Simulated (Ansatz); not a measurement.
**Random fluorite-type alloy of CaF2 and CdF2 (96 atoms): support functions against a reference**

Aim: test how closely localised support functions follow the reference on random fluorite-type alloy of CaF2 and CdF2 (96 atoms), and at what cost. A setting counts as converged where the r.m.s. difference of forces stays under 1 % of the r.m.s. force.

Main program and level: Ansatz 0.2.0; Kohn-Sham DFT, PBE, PAW (set soft_2), plane waves.

Report form: inputs, costs, results and the conclusion, without the logs.

## (1) Starting point

The cell holds 96 atoms: 20 Ca, 64 F and 12 Cd. Its edges and angles: a = 10.871 Å, b = 10.871 Å, c = 10.871 Å, α = 90.0°, β = 90.0°, γ = 90.0°. It derives from CaF2 and CdF2 (fluorite-type), repeated 2×2×2. Fluorite-type CaF2, 2 x 2 x 2 conventional cells, 12 of 32 Ca sites given to Cd at random (x = 0.375), lattice by Vegard's rule (a = 5.436 Å); every coordinate displaced by a Gaussian of 0.09 Å.

What the set-up can't give: The host structure and its lattice constant were typed by rule, without a check against the phase diagram. The Brillouin zone is sampled at Γ only, in a cell whose shortest periodic width is 11 Å.

## (2) Plane-wave single point

The first run fixes the reference, at a cutoff of 420 eV.

Contents of input.yaml:

```yaml
crystal:
  lattice:
    - [10.8712, 0.0, 0.0]
    - [0.0, 10.8712, 0.0]
    - [0.0, 0.0, 10.8712]
  atoms:
    - { symbol: Ca, position: [0.99782, 0.99577, 0.99434] }
    - { symbol: F, position: [0.12147, 0.12205, 0.12148] }
    - { symbol: F, position: [0.36889, 0.37627, 0.37205] }
    - { symbol: Ca, position: [0.99104, 0.24033, 0.23876] }
    - { symbol: F, position: [0.14021, 0.37775, 0.38029] }
    - { symbol: F, position: [0.36473, 0.1243, 0.14673] }
    - { symbol: Ca, position: [0.25046, 0.0027, 0.24394] }
    - { symbol: F, position: [0.39043, 0.12811, 0.36245] }
    - { symbol: F, position: [0.12031, 0.3862, 0.12992] }
    - { symbol: Ca, position: [0.256, 0.24725, 0.9874] }
    - { symbol: F, position: [0.36766, 0.36027, 0.12772] }
    - { symbol: F, position: [0.11481, 0.11488, 0.37952] }
    - { symbol: Ca, position: [0.00578, 0.01057, 0.50083] }
    - { symbol: F, position: [0.13187, 0.12791, 0.62749] }
    - { symbol: F, position: [0.36183, 0.36519, 0.8816] }
    - { symbol: Cd, position: [0.00689, 0.24081, 0.76361] }
    - { symbol: F, position: [0.11574, 0.36648, 0.87479] }
    - { symbol: F, position: [0.37136, 0.11474, 0.62486] }
    - { symbol: Ca, position: [0.2495, 0.01205, 0.75576] }
    - { symbol: F, position: [0.37976, 0.11986, 0.87972] }
    - { symbol: F, position: [0.13229, 0.37534, 0.62427] }
    - { symbol: Ca, position: [0.24367, 0.25466, 0.50403] }
    - { symbol: F, position: [0.3679, 0.37834, 0.62572] }
    - { symbol: F, position: [0.12786, 0.11571, 0.88744] }
    - { symbol: Ca, position: [0.99983, 0.50107, 0.99978] }
    - { symbol: F, position: [0.13428, 0.62656, 0.12432] }
    - { symbol: F, position: [0.36599, 0.87568, 0.38025] }
    - { symbol: Ca, position: [0.00973, 0.74149, 0.26111] }
    - { symbol: F, position: [0.12276, 0.87317, 0.35767] }
    - { symbol: F, position: [0.36546, 0.61165, 0.12314] }
    - { symbol: Cd, position: [0.24469, 0.50501, 0.24593] }
    - { symbol: F, position: [0.36752, 0.62879, 0.3772] }
    - { symbol: F, position: [0.12423, 0.88933, 0.11377] }
    - { symbol: Cd, position: [0.25771, 0.75698, 0.99985] }
    - { symbol: F, position: [0.36844, 0.86655, 0.1147] }
    - { symbol: F, position: [0.11486, 0.64794, 0.36895] }
    - { symbol: Cd, position: [0.00284, 0.49253, 0.49125] }
    - { symbol: F, position: [0.13208, 0.62357, 0.61964] }
    - { symbol: F, position: [0.37563, 0.85952, 0.88017] }
    - { symbol: Cd, position: [0.99787, 0.74322, 0.75956] }
    - { symbol: F, position: [0.13081, 0.87737, 0.86092] }
    - { symbol: F, position: [0.38581, 0.6372, 0.61781] }
    - { symbol: Ca, position: [0.24977, 0.50075, 0.74196] }
    - { symbol: F, position: [0.37553, 0.63612, 0.87018] }
    - { symbol: F, position: [0.13792, 0.88338, 0.62395] }
    - { symbol: Ca, position: [0.25377, 0.75573, 0.49461] }
    - { symbol: F, position: [0.37229, 0.88186, 0.63623] }
    - { symbol: F, position: [0.11468, 0.61304, 0.87494] }
    - { symbol: Cd, position: [0.49671, 0.00659, 0.99868] }
    - { symbol: F, position: [0.62037, 0.12589, 0.12759] }
    - { symbol: F, position: [0.87141, 0.39787, 0.36869] }
    - { symbol: Ca, position: [0.49964, 0.24058, 0.25279] }
    - { symbol: F, position: [0.62089, 0.36884, 0.37544] }
    - { symbol: F, position: [0.87636, 0.12553, 0.13096] }
    - { symbol: Ca, position: [0.74388, 0.99808, 0.24211] }
    - { symbol: F, position: [0.86025, 0.12215, 0.37715] }
    - { symbol: F, position: [0.63179, 0.37304, 0.12572] }
    - { symbol: Ca, position: [0.74971, 0.23654, 0.99846] }
    - { symbol: F, position: [0.87485, 0.36178, 0.11666] }
    - { symbol: F, position: [0.61237, 0.12313, 0.36813] }
    - { symbol: Cd, position: [0.49617, 0.99811, 0.5035] }
    - { symbol: F, position: [0.61599, 0.1034, 0.63738] }
    - { symbol: F, position: [0.87811, 0.36117, 0.89013] }
    - { symbol: Ca, position: [0.50774, 0.23955, 0.73415] }
    - { symbol: F, position: [0.6376, 0.3672, 0.87617] }
    - { symbol: F, position: [0.87735, 0.12511, 0.62401] }
    - { symbol: Cd, position: [0.74701, 0.9973, 0.74834] }
    - { symbol: F, position: [0.87415, 0.13201, 0.87109] }
    - { symbol: F, position: [0.61043, 0.36493, 0.63056] }
    - { symbol: Ca, position: [0.74847, 0.26023, 0.48448] }
    - { symbol: F, position: [0.88715, 0.35927, 0.62495] }
    - { symbol: F, position: [0.62557, 0.12224, 0.86556] }
    - { symbol: Cd, position: [0.50323, 0.50059, 0.99205] }
    - { symbol: F, position: [0.62596, 0.60876, 0.14385] }
    - { symbol: F, position: [0.8659, 0.86136, 0.37675] }
    - { symbol: Ca, position: [0.50158, 0.74964, 0.24238] }
    - { symbol: F, position: [0.64163, 0.88362, 0.38456] }
    - { symbol: F, position: [0.86691, 0.62232, 0.13265] }
    [... 12 atom lines left out ...]
    - { symbol: Ca, position: [0.75945, 0.50499, 0.75305] }
    - { symbol: F, position: [0.86933, 0.62683, 0.88033] }
    - { symbol: F, position: [0.62566, 0.88558, 0.61248] }
    - { symbol: Ca, position: [0.75456, 0.75079, 0.49062] }
    - { symbol: F, position: [0.87037, 0.87526, 0.62239] }
    - { symbol: F, position: [0.62961, 0.61925, 0.87473] }
kpoints:
  mp_grid: { grid: [1, 1, 1] }
hamiltonian:
  xc: pbe
scf:
  occupations: { method: fermi_dirac, width: 0.05 }
output:
  forces: true
  stress: true
  populations: intrinsic
  dos:
    method: { smearing: { sigma: 0.1 } }
    de: 0.1
    projected: { site_lists: { Ca: [Ca], Cd: [Cd], F: [F] } }
  eigenvalues: true
  write_density: true
  write_potential: true
  volumetric_format: npy
```

On the command line:

```
$ ansatz run input.yaml --threads 8 --pin off --max-ram 15872MiB --backend cpu --events-out ev --progress --plain --runs-dir out
```

Run time: 15 s. Hardware: 8 threads of Arm Neoverse V2, shared host; peak memory 2.1 GiB; 1.9 min of CPU time.

Numbers from this run:

| Quantity | Value |
| --- | --- |
| free energy | -187253.7583 eV |
| free energy per atom | -1950.5600 eV/atom |
| SCF cycles | 9 |
| pressure | 6.18 GPa |
| r.m.s. force component | 0.8004 eV/Å |
| longest force | 4.131 eV/Å |
| Fermi energy | 6.995 eV |
| gap (highest filled to lowest empty level) | 3.805 eV |

The r.m.s. force component of 0.80 eV/Å sets the scale for the differences below.

## (3) Support functions low

With localised support functions most steps grow linearly with size, though the diagonalisation grows faster unless the density matrix is cut; this run measures error and cost at this size.

This step: Kohn-Sham DFT, PBE, PAW (set soft_2), localised support functions (low) (Ansatz 0.2.0).

input.yaml, the sections that differ from step 2:

```yaml
scf:
  occupations: { method: fermi_dirac, width: 0.05 }
  eigensolver: { kind: { support_functions: { accuracy: low } } }
  max_iter: 150
output:
  forces: true
  eigenvalues: true
# crystal, kpoints, hamiltonian: as in step 2
```

Run time: 51 s. Hardware: 8 threads; peak memory 4 GiB.

The program notes that the band table was not solved further than the SCF left it and it switched symmetry off.

Keys that differ from the reference: support_functions.accuracy = "low" and scf.max_iter = 150.

Forces differ from the reference by 0.66 meV/Å r.m.s., 0.083 % of their size, well within a tolerance of 1 %; the energy by -5.4 meV/atom. It took roughly 3.3 times the reference's time (one timing each, with unlike analyses asked), in 11 cycles against 9.

## (4) Support functions medium

The cell is solved in localised support functions. Besides, the program derives a nominal cutoff of 631 eV for this run, against the reference's 420.

This step: Kohn-Sham DFT, PBE, PAW (set soft_2), localised support functions (medium) (Ansatz 0.2.0).

input.yaml, the sections that differ from step 3:

```yaml
scf:
  occupations: { method: fermi_dirac, width: 0.05 }
  eigensolver: { kind: { support_functions: { accuracy: medium } } }
  max_iter: 150
# crystal, kpoints, hamiltonian, output: as in step 3
```

Wall time 93 s (8 threads); peak memory 5.6 GiB; 12 min of CPU time.

Keys that differ from the reference: support_functions.accuracy = "medium" and scf.max_iter = 150.

Forces differ from the reference by 0.6 meV/Å r.m.s., 0.075 % of their size, well within a tolerance of 1 %; the energy by -5.5 meV/atom. It took roughly 6.0 times the reference's time (one timing each, with unlike analyses asked), in 13 cycles against 9.

## (5) Support functions medium, radius 2.94 Å

The radius confines each support function; a larger one gives more freedom and more work per atom.

input.yaml, the sections that differ from step 4:

```yaml
scf:
  occupations: { method: fermi_dirac, width: 0.05 }
  eigensolver: { kind: { support_functions: { accuracy: medium, radius: 2.94 } } }
  max_iter: 150
# crystal, kpoints, hamiltonian, output: as in step 4
```

It took 2.4 s on 8 threads; peak memory 0.41 GiB; 12 s of CPU time.

The program refuses radii under 3.49 Å for these atoms at this level.

## (6) Support functions medium, radius 3.23 Å

input.yaml, the sections that differ from step 5:

```yaml
scf:
  occupations: { method: fermi_dirac, width: 0.05 }
  eigensolver: { kind: { support_functions: { accuracy: medium, radius: 3.23 } } }
  max_iter: 150
# crystal, kpoints, hamiltonian, output: as in step 5
```

It took 2.5 s on 8 threads; peak memory 0.42 GiB.

The program refuses radii under 3.49 Å for these atoms at this level.

## (7) Support functions medium, radius 3.45 Å

input.yaml, the sections that differ from step 6:

```yaml
scf:
  occupations: { method: fermi_dirac, width: 0.05 }
  eigensolver: { kind: { support_functions: { accuracy: medium, radius: 3.45 } } }
  max_iter: 150
# crystal, kpoints, hamiltonian, output: as in step 6
```

Run time: 2.5 s. Hardware: 8 threads; peak memory 0.42 GiB; 12 s of CPU time.

The program refuses radii under 3.49 Å for these atoms at this level.

## (8) All settings compared

Differences are against the plane-wave reference (Kohn-Sham DFT, PBE, PAW (set soft_2), plane waves), whose r.m.s. force component is 0.800 eV/Å. Energies are set beside the reference only for runs with its functional, potentials and electron count. Times are for 8 threads of Arm Neoverse V2, shared host. The reference's time includes the DOS, the stress and grids, which some other runs skip.

| run | Δ force, r.m.s. (meV/Å) | share of r.m.s. force (%) | Δ energy (meV/atom) | Δ gap (eV) | cycles | time | host memory (GiB) |
| --- | --- | --- | --- | --- | --- | --- | --- |
| reference | - | - | - | - | 9 | 15 s | 2.1 |
| support functions low | 0.663 | 0.0828 | -5.36 | -0.0014 | 11 | 51 s | 4 |
| support functions medium | 0.6 | 0.0749 | -5.46 | 0 | 13 | 93 s | 5.6 |

## (9) What the reference run shows

With the settings judged, the reference run is read for its physics.

Length of the force by element and coordination:

```csv
element,coordination,atoms,mean length of the force (eV/Å),spread,least,most
Ca,all,20,1.47,0.781,0.428,4.13
Cd,all,12,1.39,0.497,0.775,2.27
F,all,64,1.09,0.657,0.198,3.82
```

Intrinsic-atomic-orbital charges by element and coordination:

```csv
element,coordination,atoms,mean charge (e),spread,least,most
Ca,all,20,1.74,0.0023,1.73,1.74
Cd,all,12,1.54,0.006,1.53,1.55
F,all,64,-0.833,0.0258,-0.876,-0.768
```

Charge against the make-up of the first shell:

```csv
Ca neighbours of F,atoms,mean charge (e)
0,1,-0.768
1,7,-0.789
2,23,-0.821
3,25,-0.846
4,8,-0.873
```

States in the cell by windows of 1 eV, zero at the Fermi level; the larger projections on atomic orbitals stand beside the total:

| from (eV) | to (eV) | total | F p | Cd d |
| --- | --- | --- | --- | --- |
| -14 | -9 | 0.0 | 0.0 | 0.0 |
| -9 | -8 | 5.0 | 1.0 | 3.9 |
| -8 | -7 | 77.5 | 11.7 | 65.1 |
| -7 | -6 | 40.8 | 6.6 | 33.3 |
| -6 | -5 | 41.2 | 34.4 | 2.8 |
| -5 | -4 | 116.8 | 107.0 | 4.6 |
| -4 | -3 | 129.8 | 120.9 | 5.3 |
| -3 | -2 | 88.9 | 83.5 | 4.3 |
| -2 | -1 | 4.0 | 3.8 | 0.1 |
| -1 | 1 | 0.0 | 0.0 | 0.0 |
| 1 | 2 | 1.8 | 0.2 | 0.0 |
| 2 | 3 | 0.3 | 0.0 | 0.0 |
| 3 | 4 | 10.0 | 1.8 | 0.0 |
| 4 | 5 | 9.1 | 1.5 | 0.0 |

Between -26 and -14 eV lie 248 more states.

The levels nearest the highest filled one (over half full), pooled over k-points and spins:

```
level less the highest filled one (eV)  occupation
                                -0.296           2
                                -0.275           2
                                -0.212           2
                                -0.158           2
                               -0.0698           2
                                     0           2
                                  3.80           0
                                  5.04           0
                                  5.14           0
                                  5.48           0
                                  5.73           0
                                  5.80           0
```

Electrostatic potential energy in the ac plane at fractional y = 0.003, with atoms of Ca and Cd within 0.2 Å of it. With pseudopotentials it is smooth inside the atoms' cores, unlike the true potential.

Ten even steps from '_' (-43 eV) to '@' (12 eV), each cell a mean:
```
__..++%%@@@@@@@@@@@@@@@@%%++==--==++##@@@@@@@@@@@@@@@@%%##--__
==++%%@@@@@@@@@@@@@@@@@@@@##**++++##%%@@@@@@@@@@@@@@@@@@%%**==
%%%%@@@@@@@@@@@@@@@@@@@@@@@@%%%%%%@@@@@@@@@@@@@@@@@@@@@@@@%%%%
@@@@@@@@@@@@%%####%%%%@@@@@@@@@@@@@@@@@@@@%%####%%%%@@@@@@@@@@
@@@@@@@@@@##==....==##%%@@@@@@@@@@@@@@@@%%**++==++**%%@@@@@@@@
@@@@@@@@%%**..____..**%%@@@@@@@@@@@@@@@@##++----==++##@@@@@@@@
@@@@@@@@@@##--____--##%%@@@@@@@@@@@@@@@@##++==--==++%%@@@@@@@@
@@@@@@@@@@%%##****##%%@@@@@@@@@@@@@@@@@@@@##**++**##@@@@@@@@@@
@@@@@@@@@@@@@@@@@@@@@@@@@@@@@@@@@@@@@@@@@@@@%%%%%%@@@@@@@@@@@@
##%%%%@@@@@@@@@@@@@@@@@@@@%%######%%@@@@@@@@@@@@@@@@@@@@@@%%%%
..--**%%@@@@@@@@@@@@@@@@%%**++====**%%@@@@@@@@@@@@@@@@@@%%**--
____==%%@@@@@@@@@@@@@@@@%%++==----++##@@@@@@@@@@@@@@@@@@##==__
__..++%%@@@@@@@@@@@@@@@@%%**======++##@@@@@@@@@@@@@@@@@@%%==..
++**%%@@@@@@@@@@@@@@@@@@@@%%**++**##@@@@@@@@@@@@@@@@@@@@@@##**
%%@@@@@@@@@@@@@@@@@@@@@@@@@@@@%%@@@@@@@@@@@@@@@@@@@@@@@@@@@@%%
@@@@@@@@@@@@%%%%%%%%@@@@@@@@@@@@@@@@@@@@@@@@%%%%%%@@@@@@@@@@@@
@@@@@@@@@@%%++----++%%@@@@@@@@@@@@@@@@@@%%##==--++##@@@@@@@@@@
@@@@@@@@%%**::____..**%%@@@@@@@@@@@@@@@@##--______++%%@@@@@@@@
@@@@@@@@%%**::____::**%%@@@@@@@@@@@@@@@@##--____..++%%@@@@@@@@
@@@@@@@@@@%%**====**%%@@@@@@@@@@@@@@@@@@%%##==--++##@@@@@@@@@@
@@@@@@@@@@@@@@%%%%%%@@@@@@@@@@@@@@@@@@@@@@@@%%%%%%@@@@@@@@@@@@
%%%%@@@@@@@@@@@@@@@@@@@@@@%%%%####%%@@@@@@@@@@@@@@@@@@@@@@%%%%
--++##@@@@@@@@@@@@@@@@@@%%**++====**%%@@@@@@@@@@@@@@@@@@%%**--
__..++%%@@@@@@@@@@@@@@@@%%++==----==##@@@@@@@@@@@@@@@@%%##--__
```
Columns run along a (10.9 Å; values clipped at the 3rd and 97th percentile), rows up along c (10.9 Å). Atoms in or near the plane, at fractional coordinates: Ca at (0.00, 0.99), Ca at (0.25, 0.24), Ca at (0.01, 0.50), Ca at (0.25, 0.76), Cd at (0.50, 0.00), Ca at (0.74, 0.24), Cd at (0.50, 0.50), Cd at (0.75, 0.75).

(Part 1 of 2 ends here.)

[Long decimals in the printed logs are rounded to 6 places.]

[Logs are printed without paths, hosts, clocks, repeated set-up lines and the standing remarks that a program may print on its own settings, such as how far it seeks lower states.]

[Hosts, paths, dates, database ids (printed as entryN), source tags and the programs' standing remarks are cut or masked in the printed files.]
